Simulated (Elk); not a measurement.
# Collinear magnetic orders of CrIr3 with Elk, part 2 of 3

Aim: find out whether CrIr3 carries moments, and which collinear order costs least.

Elk 11.2.3 (patched build); LDA (Perdew-Wang); all-electron APW+lo, Dirac cores, scalar-relativistic bands.

So far, largest spin moment in the muffin-tin sphere (μB): step 2 (order 1, typed as ferro +) 1.45.

## (3) Start 2: antiferro q=(1/2,1/2,1/2) +-

Another pattern of signs weighs the neighbour shells otherwise.

The cell is doubled to 8 atoms to hold this order. Its mesh is chosen so that both cells sample the same points.

elk.in

```
tasks
  0

xctype
  3

rgkmax
  7.0

nempty
  8

swidth
  0.003

reducebf
  0.5

epsengy
  1e-05

maxscl
  100

lmaxi
  2

spinpol
  .true.

sppath
  './'

avec
  14.41535022565 0.00000000000 0.00000000000
  7.20767511283 7.20767511283 0.00000000000
  7.20767511283 0.00000000000 7.20767511283

atoms
  2
  'Cr.in'
  2
  0.0000000000 0.0000000000 0.0000000000   0.000000 0.000000 -0.187500
  0.5000000000 0.0000000000 0.0000000000   0.000000 0.000000 0.187500
  'Ir.in'
  6
  0.5000000000 0.5000000000 0.5000000000   0.000000 0.000000 0.000000
  0.0000000000 0.5000000000 0.5000000000   0.000000 0.000000 0.000000
  0.0000000000 0.5000000000 0.0000000000   0.000000 0.000000 0.000000
  0.5000000000 0.5000000000 0.0000000000   0.000000 0.000000 0.000000
  0.0000000000 0.0000000000 0.5000000000   0.000000 0.000000 0.000000
  0.5000000000 0.0000000000 0.5000000000   0.000000 0.000000 0.000000

ngridk
  3 6 6
```

Started as:

```bash
OMP_NUM_THREADS=4 elk
```

Numbers of over 12 decimals in the logs are rounded to 6 here.

The program printed:

```text
Warning(init1): few empty states an atom for a second variation :    8.000000000
 they are its basis, with spin, DFT+U, afieldc (12 by default), in Hartree-Fock and RDMFT; 30 and more for pressures
Warning(gndstate): core states of species 2 leak from the muffin-tin :   0.9984343715E-03

--- INFO.OUT ---
┌─────────────────────────┐
│ Elk code version 11.2.3 │
└─────────────────────────┘

All units are atomic (Hartree, Bohr, etc.)

┌─────────────────────────────────────────────────┐
│ Ground-state run starting from atomic densities │
└─────────────────────────────────────────────────┘

Lattice vectors :
   14.41535023       0.000000000       0.000000000
   7.207675113       7.207675113       0.000000000
   7.207675113       0.000000000       7.207675113

Species : 1 (Cr)
 parameters loaded from : Cr.in
 name : chromium
 nuclear charge    :   -24.00000000
 electronic charge :    24.00000000
 atomic mass :    94783.09202
 muffin-tin radius :    2.400000000
 number of radial points in muffin-tin :    497
 inner part over the whole radius :   0.9857795597E-02
 number on inner part of muffin-tin    :    350
 approximate nuclear radius :   0.6987106690E-04
 number of mesh points to nuclear radius :    165
 atomic positions (lattice), magnetic fields (Cartesian) :
  1 :   0.00000000  0.00000000  0.00000000    0.00000000  0.00000000 -0.18750000
  2 :   0.50000000  0.00000000  0.00000000    0.00000000  0.00000000  0.18750000

Species : 2 (Ir)
 parameters loaded from : Ir.in
 name : iridium
 nuclear charge    :   -77.00000000
 electronic charge :    77.00000000
 atomic mass :    350390.1562
 muffin-tin radius :    2.523297974
 number of radial points in muffin-tin :    697
 inner part over the whole radius :   0.9909484149E-02
 number on inner part of muffin-tin    :    499
 approximate nuclear radius :   0.1024342351E-03
 number of mesh points to nuclear radius :    263
 atomic positions (lattice), magnetic fields (Cartesian) :
  1 :   0.50000000  0.50000000  0.50000000    0.00000000  0.00000000  0.00000000
  2 :   0.00000000  0.50000000  0.50000000    0.00000000  0.00000000  0.00000000
  3 :   0.00000000  0.50000000  0.00000000    0.00000000  0.00000000  0.00000000
  4 :   0.50000000  0.50000000  0.00000000    0.00000000  0.00000000  0.00000000
  5 :   0.00000000  0.00000000  0.50000000    0.00000000  0.00000000  0.00000000
  6 :   0.50000000  0.00000000  0.50000000    0.00000000  0.00000000  0.00000000

Total number of atoms per unit cell :    8
Total muffin-tin volume :    519.5922975
 ratio of muffin-tin to unit cell volume :   0.6938204578

Spin treatment :
 spin-polarised
 global magnetic field (Cartesian) :    0.000000000       0.000000000       0.000000000
 collinear magnetisation in z-direction

Number of Bravais lattice symmetries :   48
Number of crystal symmetries         :   96
Crystal has inversion symmetry
Real symmetric eigensolver will be used

k-point grid :      3     6     6
k-point offset :    0.000000000       0.000000000       0.000000000
k-point set is reduced with full crystal symmetry group
Total number of k-points :       10

Muffin-tin radius times maximum |G+k| :    7.000000000
 using average radius
Maximum |G+k| for APW functions       :    2.808455157
Maximum (1/2)|G+k|²                   :    3.943710183
Maximum |G| for potential and density :    12.00000000
Constant for pseudocharge density :    8
 order of it for each species :   15  15
 order of it for pair densities of each species (exact exchange by exxq0 0: 15) :    9  10
Radial integration step length :    1

G-vector grid sizes :     56    40    40
Number of G-vectors :    22075

Maximum angular momentum used for
 APW functions            :    8
 outer part of muffin-tin :    6
 inner part of muffin-tin :    2

Number of empty states         :     64
Total number of valence states :    332
Total number of core states    :    308

Third-order local-orbitals added for an l without core states : T
Total number of local-orbitals :    274

Exchange-correlation functional :      3     0     0
 Perdew-Wang/Ceperley-Alder, Phys. Rev. B 45, 13244 (1992)
 gradient requirement :    0
 local density approximation (LDA)

Smearing type :    3
 Fermi-Dirac
Smearing width :   0.3000000000E-02
Effective electronic temperature (K) :    947.3250744

Mixing type :    3
 Broyden mixing, J. Phys. A: Math. Gen. 17, L317 (1984)

Kohn-Sham potential initialised from atomic data

┌──────────────────────────────┐
│ Self-consistent loop started │
└──────────────────────────────┘

┌─────────────────┐
│ Loop number : 1 │
└─────────────────┘

Energies :
 Fermi                       :     0.308524
 sum of occupied eigenvalues :     -66978.688523614
 electron kinetic            :      124113.65514544
 core electron kinetic       :      119327.38460294
 Coulomb                     :     -231173.10833877
 Coulomb potential           :     -188154.39738105
 nuclear-nuclear             :     -10999.790088593
 electron-nuclear            :     -252490.30971950
 Hartree                     :      32316.991469321
 Madelung                    :     -137095.90964824
 xc potential                :     -2937.9135801717
 xc effective B-field        :    -0.65977695087075E-02
 external B-field            :      0.000000
 exchange                    :     -2073.7974836620
 correlation                 :     -52.209952129206
 electron entropic           :    -0.30573004137014E-02
 total energy                :     -109185.46368642
 (external B-field energy excluded from total)

Density of states at Fermi energy :    106.4976595
 (states/Hartree/unit cell)

Estimated indirect band gap :   0.2876644421E-02
 from k-point 3 to k-point 9
Estimated direct band gap   :   0.1344187108E-01
 at k-point 5

Charges :
 core                        :    308.0000000
 valence                     :    202.0000000
 interstitial                :    10.84633868
 muffin-tins (core leakage)
  species : 1 (Cr)
   atom 1                    :    20.26433567     ( -0.3576938553E-05)
   atom 2                    :    20.26433567     ( -0.3576938553E-05)
  species : 2 (Ir)
   atom 1                    :    76.43749833     (  0.1080547208E-02)
   atom 2                    :    76.43749833     (  0.1080547208E-02)
   atom 3                    :    76.43749833     (  0.1080547208E-02)
   atom 4                    :    76.43749833     (  0.1080547208E-02)
   atom 5                    :    76.43749833     (  0.1080547208E-02)
   atom 6                    :    76.43749833     (  0.1080547208E-02)
 total in muffin-tins        :    499.1536613
 total calculated charge     :    509.9889668
 total charge                :    510.0000000
 error                       :   0.1103320262E-01

Moments :
 interstitial                :  -0.1834789449E-17
 muffin-tins
  species : 1 (Cr)
   atom 1                    :   0.4197463906
   atom 2                    :  -0.4197463906
  species : 2 (Ir)
   atom 1                    :  -0.5667303905E-21
   atom 2                    :  -0.5667303905E-21
   atom 3                    :  -0.5667303905E-21
   atom 4                    :  -0.5667303905E-21
   atom 5                    :  -0.5667303905E-21
   atom 6                    :  -0.5667303905E-21
 total in muffin-tins        :  -0.3400382343E-20
 total moment                :  -0.1838189831E-17

[... earlier loops left out ...]

┌──────────────────┐
│ Loop number : 29 │
└──────────────────┘

Energies :
 Fermi                       :     0.447998
 sum of occupied eigenvalues :     -66916.904958134
 electron kinetic            :      124142.83665430
 core electron kinetic       :      119337.06700686
 Coulomb                     :     -231201.30165424
 Coulomb potential           :     -188235.45378083
 nuclear-nuclear             :     -10999.790088593
 electron-nuclear            :     -252464.84102719
 Hartree                     :      32263.329461540
 Madelung                    :     -137083.57476383
 xc potential                :     -2824.2427536547
 xc effective B-field        :    -0.45077777896610E-01
 external B-field            :      0.000000
 exchange                    :     -2075.5483124858
 correlation                 :     -52.253783873642
 electron entropic           :    -0.76795915809165E-02
 total energy                :     -109186.27477589
 (external B-field energy excluded from total)

Density of states at Fermi energy :    271.8290904
 (states/Hartree/unit cell)

Estimated indirect band gap :   0.1481241609E-02
 from k-point 7 to k-point 7
Estimated direct band gap   :   0.1481241609E-02
 at k-point 7

Charges :
 core                        :    308.0000000
 valence                     :    202.0000000
 interstitial                :    10.25105691
 muffin-tins (core leakage)
  species : 1 (Cr)
   atom 1                    :    22.86911302     ( -0.3576940129E-05)
   atom 2                    :    22.86911302     ( -0.3576940129E-05)
  species : 2 (Ir)
   atom 1                    :    75.66845284     (  0.9984343715E-03)
   atom 2                    :    75.66845284     (  0.9984343715E-03)
   atom 3                    :    75.66845284     (  0.9984343715E-03)
   atom 4                    :    75.66845284     (  0.9984343715E-03)
   atom 5                    :    75.66845284     (  0.9984343715E-03)
   atom 6                    :    75.66845284     (  0.9984343715E-03)
 total in muffin-tins        :    499.7489431
 total calculated charge     :    509.9896974
 total charge                :    510.0000000
 error                       :   0.1030260237E-01

Moments :
 interstitial                :  -0.8683066530E-18
 muffin-tins
  species : 1 (Cr)
   atom 1                    :    1.142945208
   atom 2                    :   -1.142945208
  species : 2 (Ir)
   atom 1                    :   0.3084742500E-21
   atom 2                    :   0.3084742500E-21
   atom 3                    :   0.3084742500E-21
   atom 4                    :   0.3084742500E-21
   atom 5                    :   0.3084742500E-21
   atom 6                    :   0.3084742500E-21
 total in muffin-tins        :   0.1850845500E-20
 total moment                :  -0.8664558076E-18

┌──────────────────────────────┐
│ Self-consistent loop stopped │
└──────────────────────────────┘

Warning : core states of species 2 leak from the muffin-tin :   0.9984343715E-03

Wrote STATE.OUT
```

Wall time 4.5 min (4 threads of Arm Neoverse V1, shared host); peak memory 0.61 GiB; 15 min of CPU time.

Spin moment in the muffin-tin sphere by atom:

```
atom  spin moment in the muffin-tin sphere (μB)
 Cr1                                       1.14
 Cr2                                      -1.14
 Ir3                                       0.00
 Ir4                                       0.00
 Ir5                                       0.00
 Ir6                                       0.00
 Ir7                                       0.00
 Ir8                                       0.00
```

Read from the output:

| Property | Result |
| --- | --- |
| density of states at the Fermi level | 9.990 states/eV/cell |
| moment between the spheres | 0 μB |
| magnetization | 0 μB |
| final state | antiferromagnetic |

It lies 56.4 meV a seeded atom over the first start, and its largest moment is 1.14 μB against 1.45 μB.

## (4) Run 3 (no spin polarisation)

A run without seeds gives the energy of the state without moments.

elk.in

```
tasks
  0

xctype
  3

rgkmax
  7.0

nempty
  8

swidth
  0.003

epsengy
  1e-05

maxscl
  100

lmaxi
  2

sppath
  './'

avec
  7.20767511283 0.00000000000 0.00000000000
  0.00000000000 7.20767511283 0.00000000000
  0.00000000000 0.00000000000 7.20767511283

atoms
  2
  'Cr.in'
  1
  0.0000000000 0.0000000000 0.0000000000   0.000000 0.000000 0.000000
  'Ir.in'
  3
  0.0000000000 0.5000000000 0.5000000000   0.000000 0.000000 0.000000
  0.5000000000 0.5000000000 0.0000000000   0.000000 0.000000 0.000000
  0.5000000000 0.0000000000 0.5000000000   0.000000 0.000000 0.000000

ngridk
  6 6 6
```

Started as:

```bash
OMP_NUM_THREADS=4 elk
```

The program printed:

```text
Warning(gndstate): core states of species 2 leak from the muffin-tin :   0.9976251583E-03

--- INFO.OUT ---
┌─────────────────────────┐
│ Elk code version 11.2.3 │
└─────────────────────────┘

All units are atomic (Hartree, Bohr, etc.)

┌─────────────────────────────────────────────────┐
│ Ground-state run starting from atomic densities │
└─────────────────────────────────────────────────┘

Lattice vectors :
   7.207675113       0.000000000       0.000000000
   0.000000000       7.207675113       0.000000000
[...]
species : 2 (Ir)
   atom 1                    :    75.66506171     (  0.9976251583E-03)
   atom 2                    :    75.66506171     (  0.9976251583E-03)
   atom 3                    :    75.66506171     (  0.9976251583E-03)
 total in muffin-tins        :    249.8679882
 total calculated charge     :    254.9951367
 total charge                :    255.0000000
 error                       :   0.4863325582E-02

┌──────────────────────────────┐
│ Self-consistent loop stopped │
└──────────────────────────────┘

Warning : core states of species 2 leak from the muffin-tin :   0.9976251583E-03

Wrote STATE.OUT

[key lines of the parts left out:]
total energy                :     -54593.136871702
```

Wall time 11 s (4 threads); peak memory 0.14 GiB.

Read from the output:

- density of states at the Fermi level: 4.498 states/eV/cell
- final state: non-magnetic (no spin polarisation)

It lies 70.5 meV a seeded atom over the first start.

## (5) Ranking

These are free energies at a smearing of 0.0816 eV, so its entropy term is in the differences. They are divided by the number of seeded atoms, so that cells of unlike size compare. Wavevectors q in the names are fractions of the reciprocal vectors of the first run's cell.

Orders:

```
                       start        final state  typed order kept  energy over the lowest (meV a seeded atom)  largest sphere moment (μB)  net moment (μB a primitive cell)  DOS at the Fermi level (states/eV a primitive cell)  mesh matched  CPU time (s)
                     ferro +      ferromagnetic               yes                                           0                       1.449                             1.127                                                4.541           yes         295.2
antiferro q=(1/2,1/2,1/2) +-  antiferromagnetic               yes                                       56.42                       1.143                                 0                                                4.995           yes         927.3
        no spin polarisation       non-magnetic                 -                                       70.47                           0                                 0                                                4.498           yes            38
```

(Part 2 of 3 ends here.)

[Logs and program files are shortened in this print: banners, set-up blocks, solver, clock and traceback lines can be left out without a mark of their own.]

[Logs are printed without paths, hosts, clocks, repeated set-up lines and the standing remarks that a program may print on its own settings, such as how far it seeks lower states.]

[Hosts, paths, dates, database ids (printed as entryN), source tags and the programs' standing remarks are cut or masked in the printed files.]

[Where a cell is said to come from a database of computed structures, the database is the Materials Project.]
